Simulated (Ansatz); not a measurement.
# Is Zn-Ti-Zn stack of (111) layers a stable metal?

The plan: relax Zn-Ti-Zn stack of (111) layers, check its phonons, and, if the lattice is stable, compute its Eliashberg function and ρ(T).

Program: Ansatz 0.2.0. Level of theory: DFT PBEsol, scalar-relativistic, plane waves, PAW; PAW set soft_1. Results are calculated unless marked as measured.

## (1) The starting structure

The cell holds 3 atoms: 2 Zn and 1 Ti. Cell: a = 2.923 Å, b = 2.923 Å, c = 15.773 Å, α = 90.0°, β = 90.0°, γ = 120.0°. Vacuum lies along c.

As a file:

```cif
data_structure
_symmetry_space_group_name_H-M 'P 1'
_symmetry_Int_Tables_number 1
_cell_length_a 2.9226
_cell_length_b 2.9227
_cell_length_c 15.7727
_cell_angle_alpha 90.000
_cell_angle_beta 90.000
_cell_angle_gamma 120.000
_cell_volume 116.68
loop_
_atom_site_label
_atom_site_type_symbol
_atom_site_fract_x
_atom_site_fract_y
_atom_site_fract_z
_atom_site_occupancy
Zn1 Zn 0.00000 0.00000 0.34870 1
Ti2 Ti 0.33333 0.66667 0.50000 1
Zn3 Zn 0.66667 0.33333 0.65130 1
```

## (2) Relaxing cell and atoms

Lattice constant and positions set the bands and the force constants, so the cell is relaxed first.

input.yaml reads:

```yaml
crystal:
  lattice:
    - [2.92265, 0.0, 0.0]
    - [-1.46133, 2.53109, 0.0]
    - [0.0, 0.0, 15.77267]
  atoms:
    - { symbol: Zn, position: [0.0, 0.0, 0.34870435] }
    - { symbol: Ti, position: [0.33333333, 0.66666667, 0.5] }
    - { symbol: Zn, position: [0.66666667, 0.33333333, 0.65129565] }
  periodic: [true, true, false]
kpoints:
  mp_grid: { grid: [12, 12, 1] }
hamiltonian:
  xc: pbesol
  pseudopotentials: { kind: paw, azcp: { folder: soft_1 }, xc_functional: pbe }
scf:
  occupations: { method: gaussian, width: 0.1 }
output:
  forces: true
  stress: true
  eigenvalues: true
  write_density: true
  write_potential: true
  elf: true
  volumetric_format: npy
relax:
  adjacent_minimum: "off"
  f_tol: 0.005
  max_steps: 80
  cell: { stress_2d_tol: 0.02 }
```

The run is started by

```console
$ ansatz run input.yaml --threads 4 --pin off --max-ram 20480MiB --backend cpu --events-out ev --progress --plain --runs-dir out
```

Numbers of over 12 decimals in the logs are rounded to 6 here.

The log of the run:

```text
Warning: crystal.periodic: the lattice vector that does not repeat stood 0.000° off the slab's normal, 15.773 Å along it as the deck builds it. The run solves the slab on a vector along the normal, 33.345 Å long, with every atom where it was (on the deck's vector they left 11.00 Å outside them, and the widest stretch free of ions among them is 2.39 Å). A fractional position that the run reports is one of the run's ce [...]
crystal.periodic: the lattice vector that does not repeat stood 0.000° off the slab's normal, 15.773 Å along it as the deck builds it. The run solves the slab on a vector along the normal, 33.345 Å long, with every atom where it was (on the deck's vector they left 11.00 Å outside them, and the widest stretch free of ions among them is 2.39 Å). A fractional position that the run reports is one of the run's cell, which [...]
Engine: ansatz 0.2.0, aarch64-unknown-linux-gnu
Pseudopotentials: kind: paw
Pseudopotential: Zn, paw, valence charge 12, recommended cutoff 420 eV (normal), soft_1/Zn.paw.azcp
Pseudopotential: Ti, paw, valence charge 12, recommended cutoff 420 eV (normal), soft_1/Ti.paw.azcp
Functional definition: PBEsol
  exchange = pbesol_x
  correlation = pbesol_c
Crystal: 3 atoms, lattice volume = 246.672 Å³
Basis set: ecut = 420 eV, 4791 PW (Γ), exchange–correlation on 40×40×450 points (8 copies of the dense FFT grid, shifted against one another)
Bands: 22, of which v1, the nominal top of the filled ones, is band 18 counted from 1 (17 counted from 0)
Symmetry: 12 space group operations
Space group: P-3m1 (ITA 164), of the structure as read, at distance tolerance 6.3e-5 Å
k-points: 19 of 144
Non-local potential: Zn, projectors of the file, l = 0: 2, l = 1: 2, l = 2: 3, l = 3: 1
Non-local potential: Ti, projectors of the file, l = 0: 3, l = 1: 2, l = 2: 3, l = 3: 1
PAW form: soft (Blöchl's): semilocal exchange-correlation on the pseudo side does not see the compensation charge
PAW frozen core: Zn, regenerated for the run's functional, and the local potential with it (the file was generated under x = pbe(κ = 0.804, μ = 0.219515), c = pbe(β = 0.066725))
PAW frozen core: Ti, regenerated for the run's functional, and the local potential with it (the file was generated under x = pbe(κ = 0.804, μ = 0.219515), c = pbe(β = 0.066725))
PAW one-centre angular grid: Zn, 590 points (default); XC on 64 Gauss nodes
PAW one-centre angular grid: Ti, 590 points (default); XC on 64 Gauss nodes
Initial density: superposition of atomic densities (neutral atoms: chi_scale 0, normalization atom)
Initial wavefunctions: pseudopotential atomic-orbital guess
Functional: x = pbesol(κ = 0.804, μ = 0.123457), c = pbesol(β = 0.046)
SCF iter   1: F=—  HF=-9037.014885 eV  |F-HF|=—  |Δ(HF+E_count)|=         —  Δρ=4.44e-2  dr2=3.30e1  ethr=3.10e-3  ⟨swp⟩=14.6  Hψ=3577  notcnv=0
preconditioner: auto → LDOS  [metal: Δε(μ)=0.120 eV  Ē_g=5.369 eV  σ=0.100 eV  W_gap=0.46  n_scr=20 (ndim 8)  ℏωp=12.5 eV  f_vac=0.733  D(μ)=2.45/eV (n_scr^D=14)  β→1.0]
SCF iter   2: F=—  HF=-9035.978184 eV  |F-HF|=—  |Δ(HF+E_count)|=    1.04e0  Δρ=3.78e-2  dr2=1.60e1  ethr=3.10e-3  ⟨swp⟩=4.8  Hψ=1189  notcnv=0
SCF iter   3: F=—  HF=-9034.302117 eV  |F-HF|=—  |Δ(HF+E_count)|=    1.68e0  Δρ=5.36e-3  dr2=7.04e-2  ethr=3.10e-3  ⟨swp⟩=3.6  Hψ=1226  notcnv=0
SCF iter   4: F=—  HF=-9034.317397 eV  |F-HF|=—  |Δ(HF+E_count)|=   1.53e-2  Δρ=5.58e-3  dr2=3.66e-2  ethr=1.96e-4  ⟨swp⟩=2.7  Hψ=1086  notcnv=0
SCF iter   5: F=—  HF=-9034.306105 eV  |F-HF|=—  |Δ(HF+E_count)|=   1.13e-2  Δρ=1.59e-3  dr2=5.35e-3  ethr=1.02e-4  ⟨swp⟩=2.9  Hψ=936  notcnv=0
SCF iter   6: F=—  HF=-9034.305455 eV  |F-HF|=—  |Δ(HF+E_count)|=   6.50e-4  Δρ=3.71e-4  dr2=8.99e-4  ethr=1.49e-5  ⟨swp⟩=2.4  Hψ=833  notcnv=0
SCF iter   7: F=—  HF=-9034.305528 eV  |F-HF|=—  |Δ(HF+E_count)|=   7.27e-5  Δρ=1.66e-4  dr2=1.34e-4  ethr=2.50e-6  ⟨swp⟩=2.5  Hψ=674  notcnv=0
SCF iter   8: F=—  HF=-9034.305529 eV  |F-HF|=—  |Δ(HF+E_count)|=   1.51e-6  Δρ=6.27e-5  dr2=1.66e-5  ethr=3.73e-7  ⟨swp⟩=2.6  Hψ=736  notcnv=0
SCF iter   9: F=—  HF=-9034.305519 eV  |F-HF|=—  |Δ(HF+E_count)|=   1.05e-5  Δρ=2.75e-5  dr2=1.87e-6  ethr=4.61e-8  ⟨swp⟩=3.3  Hψ=929  notcnv=0
SCF iter  10: F=—  HF=-9034.305520 eV  |F-HF|=—  |Δ(HF+E_count)|=   1.15e-6  Δρ=1.24e-5  dr2=3.05e-7  ethr=5.19e-9  ⟨swp⟩=3.0  Hψ=757  notcnv=0
SCF iter  11: F=-9034.305520 eV  HF=-9034.305520 eV  |F-HF|=1.29e-8  |Δ(HF+E_count)|=   5.67e-8  Δρ=2.28e-6  dr2=1.28e-8  ethr=2.78e-10  ⟨swp⟩=17.4  Hψ=4912  notcnv=0
SCF 1 converged in 11 iterations: F = -9034.305520 eV  dr2 = 1.28e-8
  greatest PAW one-centre occupation: 0.999 electrons in one spin orbital (limit 2), on the Ti atom at site 1 (counted from 0), in its partial waves of l = 0
relax step   1: F+E_penalty+E_count = -9034.30551980 eV  Δ(F+E_penalty+E_count) = +0.000e0 eV  max|allowed force component| = 6.039e-1 eV/Å  Δτ_max = 0.0000 Å  P = -8.939 N/m  Ω = 246.672 Å³  fix = [c, alpha, beta]  reactions: c +0.000 N/m  (11 SCF iters, dr2 threshold 1.00e-7 eV, accepted)
Crystal: 3 atoms, lattice volume = 229.794 Å³
Basis set: ecut = 420 eV, 4551 PW (Γ), exchange–correlation on 40×40×450 points (8 copies of the dense FFT grid, shifted against one another)
Initial density: handed on by an earlier stage of this run
Initial wavefunctions: those handed on with the density
SCF iter   1: F=—  HF=-9034.738492 eV  |F-HF|=—  |Δ(HF+E_count)|=         —  Δρ=1.37e-2  dr2=1.85e0  ethr=3.10e-3  ⟨swp⟩=13.7  Hψ=3285  notcnv=0
preconditioner: auto → LDOS  [insulator: Δε(μ)=0.116 eV  Ē_g=6.877 eV  σ=0.100 eV  W_gap=0.56  n_scr=20 (ndim 8)  ℏωp=13.0 eV  f_vac=0.742  D(μ)=4.51/eV (n_scr^D=18)  ε∞_Penn≈4.6  β→1.0]
SCF iter   2: F=—  HF=-9034.715466 eV  |F-HF|=—  |Δ(HF+E_count)|=   2.30e-2  Δρ=1.54e-2  dr2=3.45e-1  ethr=3.10e-3  ⟨swp⟩=2.1  Hψ=915  notcnv=0
SCF iter   3: F=—  HF=-9034.622944 eV  |F-HF|=—  |Δ(HF+E_count)|=   9.25e-2  Δρ=4.94e-3  dr2=1.40e-1  ethr=9.59e-4  ⟨swp⟩=3.0  Hψ=1237  notcnv=0
SCF iter   4: F=—  HF=-9034.619435 eV  |F-HF|=—  |Δ(HF+E_count)|=   3.51e-3  Δρ=2.81e-3  dr2=7.36e-2  ethr=3.89e-4  ⟨swp⟩=1.9  Hψ=501  notcnv=0
SCF iter   5: F=—  HF=-9034.615130 eV  |F-HF|=—  |Δ(HF+E_count)|=   4.30e-3  Δρ=1.14e-3  dr2=9.52e-3  ethr=2.05e-4  ⟨swp⟩=1.9  Hψ=491  notcnv=0
SCF iter   6: F=—  HF=-9034.614921 eV  |F-HF|=—  |Δ(HF+E_count)|=   2.10e-4  Δρ=5.17e-4  dr2=3.49e-4  ethr=2.64e-5  ⟨swp⟩=2.7  Hψ=820  notcnv=0
SCF iter   7: F=—  HF=-9034.614847 eV  |F-HF|=—  |Δ(HF+E_count)|=   7.40e-5  Δρ=1.16e-4  dr2=3.71e-5  ethr=9.68e-7  ⟨swp⟩=3.1  Hψ=912  notcnv=0
[...]
SCF 3 converged in 7 iterations: F = -9034.701234 eV  dr2 = 2.47e-7
relax step   3: F+E_penalty+E_count = -9034.70123398 eV  Δ(F+E_penalty+E_count) = -8.639e-2 eV  max|allowed force component| = 1.857e-1 eV/Å  Δτ_max = 0.0688 Å  P = -2.563 N/m  Ω = 217.492 Å³  energy of the carried Pulay correction = +2.883e-3 eV  fix = [c, alpha, beta]  reactions: c -0.000 N/m  (7 SCF iters, dr2 threshold 3.00e-7 eV, accepted)
[...]
relax step   4: F+E_penalty+E_count = -9034.83099665 eV  Δ(F+E_penalty+E_count) = -1.298e-1 eV  max|allowed force component| = 8.320e-2 eV/Å  Δτ_max = 0.1741 Å  P = +0.348 N/m  Ω = 195.995 Å³  energy of the carried Pulay correction = +5.335e-3 eV  fix = [c, alpha, beta]  reactions: c +0.000 N/m  (8 SCF iters, dr2 threshold 3.00e-7 eV, accepted)
[...]
relax step   5: F+E_penalty+E_count = -9034.83220096 eV  Δ(F+E_penalty+E_count) = -1.204e-3 eV  max|allowed force component| = 2.391e-2 eV/Å  Δτ_max = 0.0394 Å  P = +0.646 N/m  Ω = 194.726 Å³  energy of the carried Pulay correction = +5.490e-3 eV  fix = [c, alpha, beta]  reactions: c +0.000 N/m  (6 SCF iters, dr2 threshold 3.00e-7 eV, accepted)
[...]
relax step   6: F+E_penalty+E_count = -9034.83252359 eV  Δ(F+E_penalty+E_count) = -3.226e-4 eV  max|allowed force component| = 9.651e-3 eV/Å  Δτ_max = 0.0194 Å  P = -0.490 N/m  Ω = 197.208 Å³  energy of the carried Pulay correction = +5.188e-3 eV  fix = [c, alpha, beta]  reactions: c -0.000 N/m  (6 SCF iters, dr2 threshold 3.00e-7 eV, accepted)
[...]
relax step   7: F+E_penalty+E_count = -9034.83320141 eV  Δ(F+E_penalty+E_count) = -6.778e-4 eV  max|allowed force component| = 9.163e-4 eV/Å  Δτ_max = 0.0068 Å  P = +0.006 N/m  Ω = 196.135 Å³  energy of the carried Pulay correction = +5.318e-3 eV  fix = [c, alpha, beta]  reactions: c +0.000 N/m  (6 SCF iters, dr2 threshold 2.75e-7 eV, accepted)
Basis set: ecut = 420 eV, 3933 PW (Γ), exchange–correlation on 36×36×450 points (8 copies of the dense FFT grid, shifted against one another)
Initial wavefunctions: pseudopotential atomic-orbital guess (no wavefunctions were taken with the density)
iter 1 solved again at ethr=3.24e-7 eV; its pass at ethr=3.10e-3 eV (dr2=1.17e-4 eV) is discarded
SCF iter   1: F=—  HF=-9034.828792 eV  |F-HF|=—  |Δ(HF+E_count)|=         —  Δρ=2.44e-4  dr2=3.84e-5  ethr=3.24e-7  ⟨swp⟩=6.2  Hψ=5864  notcnv=0
preconditioner: auto → LDOS  [insulator: Δε(μ)=0.108 eV  Ē_g=7.896 eV  σ=0.100 eV  W_gap=0.55  n_scr=20 (ndim 8)  ℏωp=14.0 eV  f_vac=0.728  D(μ)=2.63/eV (n_scr^D=16)  ε∞_Penn≈4.2  β→1.0]
SCF iter   2: F=—  HF=-9034.828849 eV  |F-HF|=—  |Δ(HF+E_count)|=   5.68e-5  Δρ=3.88e-4  dr2=1.75e-4  ethr=1.07e-7  ⟨swp⟩=3.4  Hψ=953  notcnv=0
SCF iter   3: F=—  HF=-9034.828862 eV  |F-HF|=—  |Δ(HF+E_count)|=   1.35e-5  Δρ=4.51e-4  dr2=1.97e-4  ethr=1.07e-7  ⟨swp⟩=3.9  Hψ=1012  notcnv=0
SCF iter   4: F=—  HF=-9034.828778 eV  |F-HF|=—  |Δ(HF+E_count)|=   8.38e-5  Δρ=7.25e-5  dr2=6.10e-6  ethr=1.07e-7  ⟨swp⟩=2.7  Hψ=808  notcnv=0
SCF iter   5: F=—  HF=-9034.828795 eV  |F-HF|=—  |Δ(HF+E_count)|=   1.71e-5  Δρ=1.07e-5  dr2=2.62e-7  ethr=1.69e-8  ⟨swp⟩=2.8  Hψ=830  notcnv=0
SCF iter   6: F=—  HF=-9034.828778 eV  |F-HF|=—  |Δ(HF+E_count)|=   1.72e-5  Δρ=2.20e-6  dr2=7.27e-9  ethr=7.28e-10  ⟨swp⟩=3.1  Hψ=930  notcnv=0
SCF iter   7: F=—  HF=-9034.828778 eV  |F-HF|=—  |Δ(HF+E_count)|=   1.85e-8  Δρ=3.53e-7  dr2=6.45e-10  ethr=2.02e-11  ⟨swp⟩=3.6  Hψ=1081  notcnv=0
SCF iter   8: F=—  HF=-9034.828778 eV  |F-HF|=—  |Δ(HF+E_count)|=  4.84e-10  Δρ=1.08e-7  dr2=3.76e-11  ethr=1.79e-12  ⟨swp⟩=3.4  Hψ=868  notcnv=0
SCF iter   9: F=—  HF=-9034.828778 eV  |F-HF|=—  |Δ(HF+E_count)|=   1.68e-9  Δρ=2.36e-8  dr2=6.33e-12  ethr=1.00e-12  ⟨swp⟩=1.7  Hψ=499  notcnv=0
SCF iter  10: F=-9034.828778 eV  HF=-9034.828778 eV  |F-HF|=1.09e-11  |Δ(HF+E_count)|=  1.82e-11  Δρ=2.74e-8  dr2=1.06e-12  ethr=1.00e-12  ⟨swp⟩=12.0  Hψ=3270  notcnv=0
SCF 8 converged in 10 iterations: F = -9034.828778 eV  dr2 = 1.06e-12
relax step   8: F+E_penalty+E_count = -9034.82877825 eV  Δ(F+E_penalty+E_count) = +4.423e-3 eV  max|allowed force component| = 9.788e-4 eV/Å  Δτ_max = 0.0000 Å  P = -0.020 N/m  Ω = 196.135 Å³  fix = [c, alpha, beta]  reactions: c -0.000 N/m  stress off target by 2.00e-2 N/m on what of the cell is left free  SCF on the basis re-selected at this cell (its energy is not comparable with the rows above)  (10 SCF iters)
basis re-selected at this cell: Δ(F+E_penalty+E_count) = +4.423e-3 eV, ΔP = -0.026 N/m vs the last step (what re-selecting the basis moved, of the pressure what is left beyond the Pulay correction that the steps carried, after the strain that the cell walked since its last selection, with what the two solves' SCF thresholds leave and, on support functions, any second-order correction that the steps lacked; it is no measure of the basis error at this ecutwfc). The dense FFT grid was sized anew with the basis: this SCF ran on 18×18×225 points, the steps before it on 20×20×225, so part of this shift can come from that change (see relax.cell in the input reference). [rest of the remark cut]
WARN: The output density's exchange-correlation potential varies sharply where the density is thin. Do not read a vacuum level from v_tot or v_xc, or from such a field of the output density. On a cell that repeats whose density bears no net charge and no dipole along the vacuum's axis use v_es (v_loc + v_h of the components); under efield.dipole_correction with no amplitude use v_es + v_field, which holds any externa [...]
SCF converged after 10 iterations
Free energy (F): -9034.828778 eV
Harris-Foulkes:  -9034.828778 eV  (|F-HF|=1.09e-11)
Internal energy: -9034.815645 eV  (E = F + TS)
E sigma→0 (E₀):  -9034.822212 eV
Entropy (-TS):   -0.013133 eV (-4.378 meV/atom)
Fermi energy:    -5.015005 eV
--- Per-component energies (eV) ---
  E_band       = -649.375963
  E_kinetic    = 581.304946
  E_local      = -123455.011183  (includes V_loc(G=0)·N_el)
  E_nonlocal   = 1698.149271
  E_hartree    = 60891.442915
  E_xc         = -271.882197
  E_vxc        = -249.170728  (∫ρ·V_xc dr)
  E_paw        = -4733.880279  (= ΣΔE_a)
  E_vpaw       = -1007.533579  (= ΣTr[D̂ρ^β])
  E_aug_tail   = -0.000592  (compensation charges beyond the density's cutoff)
  E_ewald      = 56253.327377
  E_core_change = 1.734096  (= ΣΔE_core)
  E_smearing   = -0.013133  (= −TS)
  E_closure    = 0.000000  (closes the sum)
  Σ components = -9034.828778   (vs F -9034.828778, Δ=0.00e0)
--- Forces (eV/Å), atoms counted from 1 ---
  atom   1  Zn     0.00000000    -0.00000000     0.00097882
  atom   2  Ti     0.00000000    -0.00000000     0.00000000
  atom   3  Zn     0.00000000     0.00000000    -0.00097882
  max |Σ_I F_I| component: 4.63e-18 eV/Å
--- 2D stress c σ (N/m, compression-positive) ---
       -0.019951       0.000000       0.000000
        0.000000      -0.019951      -0.000000
        0.000000      -0.000000      -0.000000
  P = ½ c Tr σ = -0.0200 N/m
--- Band table (eV; the first three rows and the last of 19) ---
  k-point 0: bands = [... 14 lower, -11.6631, -11.6631, -8.6589, -6.2315, -6.0668, -3.7096, -3.7096, -1.3684]
  k-point 1: bands = [... 14 lower, -11.6756, -11.6726, -8.3990, -6.0730, -5.8570, -3.9172, -3.5055, -1.6070]
  k-point 2: bands = [... 14 lower, -11.6985, -11.5170, -7.6835, -5.7032, -5.3231, -4.3390, -2.9215, -1.9358]
  k-point 18: bands = [... 14 lower, -5.5539, -5.5539, -5.1523, -5.1523, -4.1222, -2.5316, -1.7831, -1.7831]
--- Relaxed structure (7 steps of the walk, 7 accepted, 1 SCFs on fresh bases) ---
  F+E_penalty+E_count = -9034.82877825 eV   max|allowed force component| = 9.788e-4 eV/Å   (the final SCF, on the basis selected at the relaxed cell)
  cell:  # Å, volume = 196.1353 Å³
    - [2.606124, 2.574112348290158e-6, 0]
    - [-1.303064, 2.256968, 0]
    - [0, 0, 33.345345439542]
  atoms:
    - { symbol: Zn, position: [0, 0, 0.162698] }
    - { symbol: Ti, position: [0.333333, 0.666667, 0.236505] }
    - { symbol: Zn, position: [0.666667, 0.333333, 0.310312] }
```

Elapsed: 23 s, on 4 threads of Arm Neoverse V1, shared host; peak memory 0.6 GiB.

The steps of the relaxation:

```csv
step,energy less that of the first step (eV),largest force component (eV/Å),volume (Å³)
1,0.0000,0.6039,246.67
2,-0.3093,0.1637,229.79
3,-0.3957,0.1857,217.49
4,-0.5255,0.0832,195.99
5,-0.5267,0.0239,194.73
6,-0.5270,0.0097,197.21
7,-0.5277,0.0009,196.14
8*,-0.5233,0.0010,196.14
```

Relaxation steps marked * repeat the geometry before them on a plane-wave basis chosen anew for their cell, so energy and pressure can jump there.

The run keeps the 12 symmetry operations that it works with, so distortions that break them were not tested.

```csv
cell as run,before,after,change
a (Å),2.923,2.606,-10.8 %
b (Å),2.923,2.606,-10.8 %
```

The atoms that moved most (Å, along periodic axes as changes of fractional coordinates times the final cell, across vacuum about the mean position):

```csv
atom,dx,dy,dz,length
Zn3,0.000,0.000,0.075,0.075
Zn1,0.000,0.000,-0.075,0.075
```

Final coordinates:

```xyz
3
Lattice="2.6061 0.0000 0.0000 -1.3031 2.2570 0.0000 0.0000 0.0000 33.3453" Properties=species:S:1:pos:R:3
Zn    0.0000    0.0000    5.4252
Ti    0.0000    1.5046    7.8863
Zn    1.3031    0.7523   10.3474
```

Numbers from this step:

```
metallic on mesh  : yes
gap on the k-mesh : 0 eV
```

Electrostatic potential energy in the ca plane at fractional y = 0.333, with atoms of Zn within 0.2 Å of it. With pseudopotentials it is smooth inside the atoms' cores, unlike the true potential.

Values in eV, 5 rows by 16 columns, each cell a mean:
```
  0   0   0   0  -3  -8  -4  -9  -9 -13 -41 -10  -1   0   0   0
  0   0   0   0  -2  -4  -3  -6  -6 -19 -44 -16  -1   0   0   0
  0   0   0   0  -3  -8  -4  -9  -9 -13 -40 -10  -1   0   0   0
  0   0   0   0  -4 -23  -7 -19 -19  -5 -11  -3   0   0   0   0
  0   0   0   0  -5 -23  -7 -19 -19  -5 -10  -3   0   0   0   0
```
Columns run along c (16.0 Å, from fractional 0.00 to 0.48 of the cell; values clipped at the 3rd and 97th percentile), rows up along a (2.6 Å). Atoms in or near the plane, at fractional coordinates: Zn at (0.31, 0.67).

ELF in the ca plane at fractional y = 0.333, with atoms of Zn within 0.2 Å of it. It is the smooth field of the valence electrons, not physical close to the nuclei.

Ten even steps from '0' (0.00) to '9' (0.50), each cell a mean:
```
00000000124565444564333356421134542100000000
00000000124677666677666786310023442100000000
00000000124678776678888996300013442100000000
00000000124677655676555686310023442100000000
00000000124554444564344346432234542100000000
00000000124543333553377325544456642100000000
00000000124543323453488424665667642100000000
00000000124554333553366335544445542100000000
```
Columns run along c (16.0 Å, from fractional 0.00 to 0.48 of the cell), rows up along a (2.6 Å). Atoms in or near the plane, at fractional coordinates: Zn at (0.31, 0.67).

Valence density in the ca plane at fractional y = 0.333, with atoms of Zn within 0.2 Å of it. It is the smooth field of the valence electrons, not physical close to the nuclei.

Values in e/Å³, 5 rows by 16 columns, each cell a mean:
```
 0  0  0  0  0  0  0  0  0  0  4  0  0  0  0  0
 0  0  0  0  0  0  0  0  0  1 18  0  0  0  0  0
 0  0  0  0  0  0  0  0  0  0  4  0  0  0  0  0
 0  0  0  0  0  1  0  1  1  0  0  0  0  0  0  0
 0  0  0  0  0  1  0  1  1  0  0  0  0  0  0  0
```
Columns run along c (16.0 Å, from fractional 0.00 to 0.48 of the cell), rows up along a (2.6 Å). Atoms in or near the plane, at fractional coordinates: Zn at (0.31, 0.67).

The relaxation ends with a largest force component of 9.8e-4 eV/Å.

[end of part 1 of 2]

[Logs are printed without paths, hosts, clocks, repeated set-up lines and the standing remarks that a program may print on its own settings, such as how far it seeks lower states.]

[Hosts, paths, dates, database ids (printed as entryN), source tags and the programs' standing remarks are cut or masked in the printed files.]
